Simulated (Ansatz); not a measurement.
# (CdS)2(CdSe)1 [001] superlattice, started as zinc blende: from the cell to its phonons, part 3 of 3

How does (CdS)2(CdSe)1 [001] superlattice, started as zinc blende vibrate, and is this structure a minimum?

Ansatz 0.2.0; DFT PBEsol, scalar-relativistic, plane waves, PAW.

So far. Step 4 (Tight relaxation): The largest force component left is 0.019 meV/Å and the pressure is 0.000 GPa, within the tolerances set. The cell now holds 25.79 Å³/atom. The relaxed cell has a = 4.180, c = 17.717 Å (conventional setting).

The structure was built from a prototype and need not be the compound's stable phase.

**5. Zone-centre response**

The zone centre is the only wavevector solved here; it holds the modes that light can see, as far as symmetry allows. The response to a homogeneous field gives the Born charges and the dielectric tensor, and its change with displacement the Raman tensors.

The input, input.yaml:

```yaml
crystal:
  lattice:
    - [2.9555293223, 2.9555293223, 0.0]
    - [-2.9555293223, 2.9555293223, 0.0]
    - [2.9555293223, 0.0, 8.8582676883]
  atoms:
    - { symbol: Cd, position: [-0.0056173596, 0.0056173596, 0.0112347193] }
    - { symbol: Cd, position: [0.3333333333, 0.6666666667, 0.3333333333] }
    - { symbol: Cd, position: [0.6722840263, 0.3277159737, 0.6554319474] }
    - { symbol: S, position: [0.4137966207, 0.0862033793, 0.1724067586] }
    - { symbol: S, position: [0.752870046, 0.747129954, 0.4942599081] }
    - { symbol: Se, position: [0.0833333333, 0.4166666667, 0.8333333333] }
kpoints:
  mp_grid: { grid: [8, 8, 8] }
hamiltonian:
  xc: pbesol
scf:
  occupations: { method: fixed }
output:
  eigenvalues: true
phonons:
  method: dfpt
  dielectric: true
  rigid_motions: translations
  raman: true
```

Started as:

```console
> ansatz run input.yaml --threads 4 --pin off --max-ram 14336MiB --backend cpu --events-out ev --progress --plain --runs-dir out
```

Numbers of over 12 decimals in the logs are rounded to 6 here.

The program printed:

```text
Warning: crystal.symmetry: narrowed to the stabiliser of the run's FFT grids — unitary ops 8 → 2. A phonons.method: dfpt run fills in the rows of the dynamical matrix that it does not solve by its symmetry operations, which is exact only for operations that map its FFT grids onto themselves: filled in by any other, the frequencies could depend on the order in which like atoms are typed, or, by more than the grids' own error, on where the crystal sits among the grids' points. Excluded: 6 operations. The run can therefore solve more perturbations, solve them on more k-points, or both, and cost more. [rest of the remark cut]
[...]
Crystal: 6 atoms, lattice volume = 154.757 Å³
Basis set: ecut = 420 eV, 3001 PW (Γ), exchange–correlation on 60×60×144 points (8 copies of the dense FFT grid, shifted against one another)
Bands: 53, of which v1, the nominal top of the filled ones, is band 44 counted from 1 (43 counted from 0)
Symmetry: 8 space group operations
k-points: 260 of 512 (irreducible under 1 space group operation, time reversal used)
[...]
SCF iter   1: F=—  HF=-31749.843102 eV  |F-HF|=—  |Δ(HF+E_count)|=         —  Δρ=4.97e-3  dr2=5.08e-2  ethr=1.77e-3  ⟨swp⟩=5.0  Hψ=41292  notcnv=0  defer=1772
[...]
SCF iter  10: F=-31749.828813 eV  HF=-31749.828813 eV  |F-HF|=7.28e-11  |Δ(HF+E_count)|=  7.06e-10  Δρ=1.41e-7  dr2=5.64e-11  ethr=1.00e-12  ⟨swp⟩=12.4  Hψ=79303  notcnv=0
SCF 1 converged in 10 iterations: F = -31749.828813 eV  dr2 = 5.64e-11
[...]
NSCF: frozen V_eff on 3 k-points
DFPT response loops at Γ: preconditioner auto → Resta (q_TF=auto, 2.483 Å⁻¹)  ε∞=8.8 (no band partly filled); β = 1.00, the filter's whole step (`scf.mixing.beta` (0.50) is not read by the response loops at its default; to damp them type it under 1.00, their step now; it binds the ground state too); Broyden in place of MSR1
── the response to a field inside a basis, on 10×10×8 k-points: an SCF that follows is theirs, and a resumed run solves both again ──
Bands: 45, of which v1, the nominal top of the filled ones, is band 44 counted from 1 (43 counted from 0)
k-points: 220
[...]
Eigensolver: Dense (220 Hₖ)
SCF iter   1: F=—  HF=-31749.744484 eV  |F-HF|=—  |Δ(HF+E_count)|=         —  Δρ=2.87e-4  dr2=3.36e-5  ethr=1.00e-1
[...]
SCF iter   8: F=-31749.744514 eV  HF=-31749.744514 eV  |F-HF|=3.64e-12  |Δ(HF+E_count)|=  8.37e-11  Δρ=6.63e-8  dr2=7.59e-12  ethr=1.00e-12
SCF 1 converged in 8 iterations: F = -31749.744514 eV  dr2 = 7.59e-12
[...]
WARN: field response: ε∞ stands inside a basis, on 10×10×8 points; the force constants stand on the 8×8×8 k-mesh, whose period is 9.01 times the interband length at k = (0.0000, 0.0000, 0.0000), direct gap 0.777 eV, under 14: take them and everything formed from them as unconverged, and compare with a denser kpoints.mp_grid
SCF converged after 10 iterations
Free energy (F): -31749.828813 eV
[...]
Internal energy: -31749.828813 eV  (E = F + TS)
E sigma→0 (E₀):  -31749.828813 eV
Fermi energy:    7.101102 eV
[...]
--- Band table (eV; the first three rows and the last of 260) ---
  k-point 0: bands = [... 40 lower, 5.7168, 7.0479, 7.1011, 7.1011, 7.8781, 10.5712, 10.7215, 11.0972, ... 5 higher]
  k-point 1: bands = [... 40 lower, 5.8160, 6.8031, 7.0630, 7.0630, 8.1382, 10.4986, 10.6837, 11.1129, ... 5 higher]
  k-point 2: bands = [... 40 lower, 6.0104, 6.3712, 6.9566, 6.9566, 8.6126, 10.3651, 10.5050, 11.1157, ... 5 higher]
  k-point 259: bands = [... 40 lower, 4.8656, 4.9304, 5.1676, 5.2226, 10.2933, 11.1135, 11.4906, 11.5838, ... 5 higher]
--- Phonons (Γ-DFPT): 12 representative perturbations + reference, on 260 of 512 k-points (Σ response iterations 45) ---
  ASR residual: 3.889e-5 → 0.000e0 eV/Å²; symmetrization residual: 1.187e-5 eV/Å²
  The last average, over the group as it would stand without the narrowing to the FFT grids, took up to 3.362e-6 eV/Å² of the zone centre's force constants
  ASR residual per site (eV/Å²): 3.14e-5 2.59e-5 3.14e-5 3.89e-5 3.89e-5 8.24e-6
  Γ frequencies (cm⁻¹): 0.00 0.00 0.00 43.10 43.10 52.13 52.13 117.15 124.50 176.45 176.45 185.64 241.56 241.56 246.15 263.09 263.09 278.95
  ε∞ (high-frequency dielectric tensor):
        7.015357     0.000000    -0.000000
        0.000000     7.015357    -0.000000
       -0.000000    -0.000000     6.945280
  ε⁰ (static dielectric tensor: ions relaxed, cell fixed):
       10.501505    -0.000000    -0.000000
       -0.000000    10.501505     0.000000
       -0.000000     0.000000    10.430664
  ε⁰ − ε∞ (ionic part):
        3.486148    -0.000000    -0.000000
       -0.000000     3.486148     0.000000
       -0.000000     0.000000     3.485384
  softest optical mode at Γ: 43.10 cm⁻¹; the repairs (sum rule, projections) moved no ω² at Γ by more than (1.64 cm⁻¹)²
  Born effective charges Z* (e; rows j = field, columns β = displacement):
    site 0:
         2.18426   -0.02553   -0.00000
        -0.02553    2.18426   -0.00000
        -0.00000   -0.00000    2.16074
    site 1:
         2.20990   -0.00000   -0.00000
        -0.00000    2.20990   -0.00000
        -0.00000   -0.00000    2.25636
    site 2:
         2.18426    0.02553   -0.00000
         0.02553    2.18426   -0.00000
         0.00000   -0.00000    2.16074
    site 3:
        -2.28118   -0.00988    0.00000
        -0.00988   -2.28118    0.00000
        -0.00000    0.00000   -2.24920
    site 4:
        -2.28118    0.00988    0.00000
         0.00988   -2.28118    0.00000
         0.00000    0.00000   -2.24920
    site 5:
        -2.01606   -0.00000   -0.00000
        -0.00000   -2.01606   -0.00000
        -0.00000   -0.00000   -2.07944
  Z* charge neutrality: 1.031e-2 e pre-enforcement
  solved inside a basis spanned on kpoints, on 10×10×8 k-points transformed towards the longest dipole: ε∞ is read to err by 2.6e-2, Z* by 2.4e-2 e (field_mesh: kpoints solves on kpoints); Z* is corrected for what the basis lacks
  Raman tensors (in the event stream and the table raman_tensors.tsv): an entry may err by 2.1e-1 Å², one of the second-order susceptibility by 1.4e0 pm/V (basis, points and sum rule); their sum over the sites missed zero by 1.054e-2 Å² ahead of its enforcement
  optical modes at Γ without the LO–TO term, one row a degenerate level:
      ω (cm⁻¹)  modes    IR ((D/Å)²/amu)  static Raman (Å⁴/amu)  depolarisation
         43.10      2             0.0015                 0.2144           0.750
         52.13      2             0.0003                 0.2671           0.750
        117.15      1             0.0486                 0.3833           0.750
        124.50      1             0.0000                30.2892           0.006
        176.45      2             7.0902                 2.3626           0.750
        185.64      1             4.8163                 0.5574           0.750
        241.56      2            16.1439                30.1419           0.750
        246.15      1             6.6405                23.5473           0.750
        263.09      2             0.0396                 0.6719           0.750
        278.95      1             0.0000                35.1436           0.012
  optical modes at Γ + LO–TO along q̂ = [1.0000, 0.0000, 0.0000]:
      ω (cm⁻¹)  modes    IR ((D/Å)²/amu)  static Raman (Å⁴/amu)  depolarisation
         43.10      1             0.0008                 0.1072           0.750
         43.11      1             0.0003                 0.0770           0.750
         52.13      1             0.0002                 0.1335           0.750
         52.13      1             0.0001                 0.1170           0.750
        117.15      1             0.0486                 0.3833           0.750
        124.50      1             0.0000                30.2892           0.006
        176.45      1             3.5451                 1.1813           0.750
        185.64      1             4.8163                 0.5574           0.750
        187.78      1             1.1599                 5.5718           0.750
        241.56      1             8.0720                15.0709           0.750
        246.15      1             6.6405                23.5473           0.750
        262.98      1             0.0462                 0.3022           0.750
        263.09      1             0.0198                 0.3360           0.750
        277.75      1            10.4313                10.7006           0.750
        278.95      1             0.0000                35.1436           0.012
  optical modes at Γ + LO–TO along q̂ = [0.0000, 1.0000, 0.0000]:
      ω (cm⁻¹)  modes    IR ((D/Å)²/amu)  static Raman (Å⁴/amu)  depolarisation
         43.10      1             0.0008                 0.1072           0.750
         43.11      1             0.0003                 0.0770           0.750
         52.13      1             0.0002                 0.1335           0.750
         52.13      1             0.0001                 0.1170           0.750
        117.15      1             0.0486                 0.3833           0.750
        124.50      1             0.0000                30.2892           0.006
        176.45      1             3.5451                 1.1813           0.750
        185.64      1             4.8163                 0.5574           0.750
        187.78      1             1.1599                 5.5718           0.750
        241.56      1             8.0720                15.0709           0.750
        246.15      1             6.6405                23.5473           0.750
        262.98      1             0.0462                 0.3022           0.750
        263.09      1             0.0198                 0.3360           0.750
        277.75      1            10.4313                10.7006           0.750
        278.95      1             0.0000                35.1436           0.012
  optical modes at Γ + LO–TO along q̂ = [0.0000, 0.0000, 1.0000]:
      ω (cm⁻¹)  modes    IR ((D/Å)²/amu)  static Raman (Å⁴/amu)  depolarisation
         43.10      2             0.0015                 0.2144           0.750
         52.13      2             0.0003                 0.2671           0.750
        117.39      1             0.0160                 0.9815           0.750
        124.50      1             0.0000                30.2892           0.006
        176.45      2             7.0902                 2.3626           0.750
        200.68      1             1.5991                13.7046           0.750
        241.56      2            16.1439                30.1419           0.750
        263.09      2             0.0396                 0.6719           0.750
        278.49      1             9.8902                 5.1537           0.750
        278.95      1             0.0000                35.1436           0.012
```

It took 61 min on 4 threads of Arm Neoverse V2, shared host; peak memory 7.5 GiB; 3.9 h of CPU time.

This step gave:

```
sum-rule residual before enforcement                    : 3.89e-5 eV/Å²
miss of the charge sum rule                             : 0.01031 e
estimated error of the dielectric tensor                : 0.02558
estimated error of the Born charges                     : 0.02441 e
point group                                             : -42m
highest optical mode at the zone centre (no LO-TO term) : 278.9 cm⁻¹
lowest optical zone-centre mode                         : 43.1 cm⁻¹
mean high-frequency dielectric constant                 : 6.992
largest Born charge (third of the trace)                : -2.271 e
mean static dielectric constant                         : 10.48
top of the zone-centre spectrum with the field          : 278.9 cm⁻¹
```

Without the LO-TO term. Patterns of degenerate modes are one choice out of their space. The modes at Γ (shares of kinetic energy by element, %):

```csv
mode,frequency (cm⁻¹),symmetry,Cd %,S %,Se %
1,0.0,acoustic,70,13,16
2,0.0,acoustic,70,13,16
3,0.0,acoustic,70,13,16
4,43.1,E,78,6,16
5,43.1,E,78,6,16
6,52.1,E,86,12,2
7,52.1,E,86,12,2
8,117.2,B2,81,3,16
9,124.5,A1,92,8,0
10,176.4,E,35,1,64
11,176.4,E,35,1,64
12,185.6,B2,35,4,61
13,241.6,E,18,80,2
14,241.6,E,18,80,2
15,246.2,B2,13,80,7
16,263.1,E,13,87,0
17,263.1,E,13,87,0
18,278.9,A1,8,92,0
```

Displacements in mode 4 (43.1 cm⁻¹), the largest set to 1:
```
Cd1 -0.10  1.00  0.00
Cd2  0.28 -0.03  0.00
Cd3  0.09 -1.00  0.00
S4   0.46  0.22  0.00
S5   0.51 -0.31  0.00
Se6 -0.78  0.07  0.00
```

Displacements in mode 18 (278.9 cm⁻¹), the largest set to 1:
```
Cd1  0.00  0.00 -0.15
Cd2  0.00  0.00  0.00
Cd3  0.00  0.00  0.15
S4   0.00  0.00  1.00
S5   0.00  0.00 -1.00
Se6  0.00  0.00  0.00
```

Optical modes at the zone centre, without and with the macroscopic field of the longitudinal modes; each column is sorted by frequency, so a row need not hold one and the same mode. Modes with and without the field, by row:

```csv
rank among optical modes,no field (cm⁻¹),"q along (1, 0, 0) (cm⁻¹)","q along (0, 0, 1) (cm⁻¹)"
1,43.1,43.1,43.1
2,43.1,43.1,43.1
3,52.1,52.1,52.1
4,52.1,52.1,52.1
5,117.2,117.2,117.4
6,124.5,124.5,124.5
7,176.4,176.4,176.4
8,176.4,185.6,176.4
9,185.6,187.8,200.7
10,241.6,241.6,241.6
11,241.6,246.2,241.6
12,246.2,263,263.1
13,263.1,263.1,263.1
14,263.1,277.8,278.5
15,278.9,278.9,278.9
```

Born charge (rows field, columns displacement) (e), principal values of the symmetric part by kind of site:

```csv
atom,atoms with these values,low,middle,high,mean
Cd1,2,2.16,2.16,2.21,2.18
Cd2,1,2.21,2.21,2.26,2.23
S4,2,-2.29,-2.27,-2.25,-2.27
Se6,1,-2.08,-2.02,-2.02,-2.04
```

In full for Se6:

```
-2.02  0.00  0.00
 0.00 -2.02  0.00
 0.00  0.00 -2.08
```

High-frequency dielectric tensor:

```
7.02 0.00 0.00
0.00 7.02 0.00
0.00 0.00 6.95
```

Static dielectric tensor (ions relaxed, fixed cell):

```
10.50  0.00  0.00
 0.00 10.50  0.00
 0.00  0.00 10.43
```

Transverse modes. Infrared lines, with heights relative to the strongest:

```csv
position (cm⁻¹),label,relative intensity
43,E,0.0
52,E,0.0
117,B2,0.3
124,A1,0.0
176,E,44
186,B2,30
242,E,100
246,B2,41
263,E,0.2
279,A1,0.0
```

Activity x (w_L - w)^4 (n + 1)/w, 532 nm, 300 K; the tensors are static ones, while 532 nm light lies above the computed direct gap, where resonance would change the heights; modes without the macroscopic field alone. Lines of the Raman spectrum (strongest = 100):

```csv
position (cm⁻¹),label,relative intensity
43,E,5.0
52,E,4.3
117,B2,1.4
124,A1,100
176,E,4.3
186,B2,0.9
242,E,33
246,B2,25
263,E,0.6
279,A1,31
```

Static second-order susceptibility (pm/V), twice the coefficient d of second-harmonic generation. Second order susceptibility, by row:

```csv
field along,xx,yy,zz,yz,xz,xy
x,0,0,0,57.02,0,0
y,0,0,0,0,57.02,0
z,0,0,0,0,0,57.02
```

Before it was imposed, the acoustic sum rule was missed by 3.9e-5 eV/Å² and the charge sum rule by 0.010 e. Small misses are needed for a sound result but don't prove that mesh and cutoff are converged. The lowest optical mode is real, 43.1 cm⁻¹.

The log warns of the k mesh: “the force constants stand on the 8×8×8 k-mesh, whose period is 9.01 times the interband length at k = (0.0000, 0.0000, 0.0000), direct gap 0.777 eV, under 14: take them and everything formed from them as unconverged”.

**6. Another isotope, element Cd, natural mass 112.414 amu**

An isotope changes the mass and not the force constants, so no new electronic calculation is needed; the shifts show which modes move this element.

The same force constants with the mass of Cd changed from 112.414 to 115.905 u (phonopy, no LO-TO term). Both lists are sorted by frequency; levels can cross, so a row need not hold one and the same mode. Modes under 3 cm⁻¹ are left out. Isotope shifts, by row:

```csv
q,rank,natural mass (cm⁻¹),changed mass (cm⁻¹)
0 0 0,4,43.1,42.59
0 0 0,5,43.1,42.59
0 0 0,6,52.13,51.45
0 0 0,7,52.13,51.45
0 0 0,8,117.2,115.7
0 0 0,9,124.5,122.8
0 0 0,10,176.4,175.5
0 0 0,11,176.4,175.5
0 0 0,12,185.6,184.7
0 0 0,13,241.6,240.9
0 0 0,14,241.6,240.9
0 0 0,15,246.2,245.7
0 0 0,16,263.1,262.6
0 0 0,17,263.1,262.6
0 0 0,18,278.9,278.6
```

A mode of this element alone would shift by -1.52 %. The highest zone-centre frequency without the field goes from 278.9 to 278.6 cm⁻¹ (-0.1 %). The product of the frequency ratios over all optical modes at Γ is 0.900; the product rule, (m/m′)^(3k/2) (M′/M)^(3/2) with k = 3 such atoms and M the mass of the cell, gives 0.900.

**7. Isotope substitution, element S, natural mass 32.06 amu**

The same for S, from 32.06 to 33.97 u.

The same force constants with the mass of S changed from 32.060 to 33.968 u (phonopy, no LO-TO term). Both lists are sorted by frequency; levels can cross, so a row need not hold one and the same mode. Modes under 3 cm⁻¹ are left out. Isotope shifts, by row:

```csv
q,rank,natural mass (cm⁻¹),changed mass (cm⁻¹)
0 0 0,4,43.1,43.02
0 0 0,5,43.1,43.02
0 0 0,6,52.13,51.94
0 0 0,7,52.13,51.94
0 0 0,8,117.2,117
0 0 0,9,124.5,124.2
0 0 0,10,176.4,176.4
0 0 0,11,176.4,176.4
0 0 0,12,185.6,185.4
0 0 0,13,241.6,236.1
0 0 0,14,241.6,236.1
0 0 0,15,246.2,240.6
0 0 0,16,263.1,256.6
0 0 0,17,263.1,256.6
0 0 0,18,278.9,271.6
```

A mode of this element alone would shift by -2.85 %. The highest zone-centre frequency without the field goes from 278.9 to 271.6 cm⁻¹ (-2.6 %). The product of the frequency ratios over all optical modes at Γ is 0.851; the product rule, (m/m′)^(3k/2) (M′/M)^(3/2) with k = 2 such atoms and M the mass of the cell, gives 0.851.

**8. Isotope substitution, element Se, natural mass 78.971 amu**

The same for Se, from 78.97 to 81.92 u.

A mode of this element alone would shift by -1.81 %. The highest zone-centre frequency without the field goes from 278.9 to 278.9 cm⁻¹ (+0.0 %). The product of the frequency ratios over all optical modes at Γ is 0.955; the product rule, (m/m′)^(3k/2) (M′/M)^(3/2) with k = 1 such atoms and M the mass of the cell, gives 0.955.

**9. Summary of results**

```json
{
  "space group after relaxation (within 0.01 Å)": "I-4m2",
  "volume per atom": "25.8 Å³",
  "gap on the k-mesh": "0.777 eV",
  "highest optical mode at the zone centre (no LO-TO term)": "279 cm⁻¹",
  "top of the zone-centre spectrum with the field": "279 cm⁻¹",
  "lowest optical zone-centre mode": "43.1 cm⁻¹",
  "mean high-frequency dielectric constant": "6.99",
  "mean static dielectric constant": "10.5",
  "largest Born charge (third of the trace)": "-2.27 e",
  "imaginary modes at Γ (the only wavevector solved)": "none"
}
```

The structure is stable against zone-centre distortions, since no mode there is imaginary; other wavevectors were not solved, so zone-boundary instabilities are untested. Without the field, the optical modes at Γ span 43 to 279 cm⁻¹. No dispersion was computed. The highest mode in this list at Γ, 278.9 cm⁻¹, is mostly motion of S (92 % of the kinetic energy). The macroscopic field leaves the top of the zone-centre spectrum where it is. Lattice motion raises the mean dielectric constant from 6.992 to 10.48. The strongest infrared line is at 242 cm⁻¹. Averaged over orientations, the strongest Raman line at 532 nm and 300 K is at 124 cm⁻¹. The tensors are the static, non-resonant ones, while 532 nm light (2.33 eV) lies above the computed gap. With the field response the log warns that the k mesh is coarse for the force constants too, so the frequencies may not be converged. The starting cell was built on a prototype and not taken from a measurement, so the phase need not exist. These are harmonic frequencies at zero temperature: anharmonic shifts, linewidths and thermal expansion are left out.

[Logs are printed without paths, hosts, clocks, repeated set-up lines and the standing remarks that a program may print on its own settings, such as how far it seeks lower states.]

[Hosts, paths, dates, database ids (printed as entryN), source tags and the programs' standing remarks are cut or masked in the printed files.]
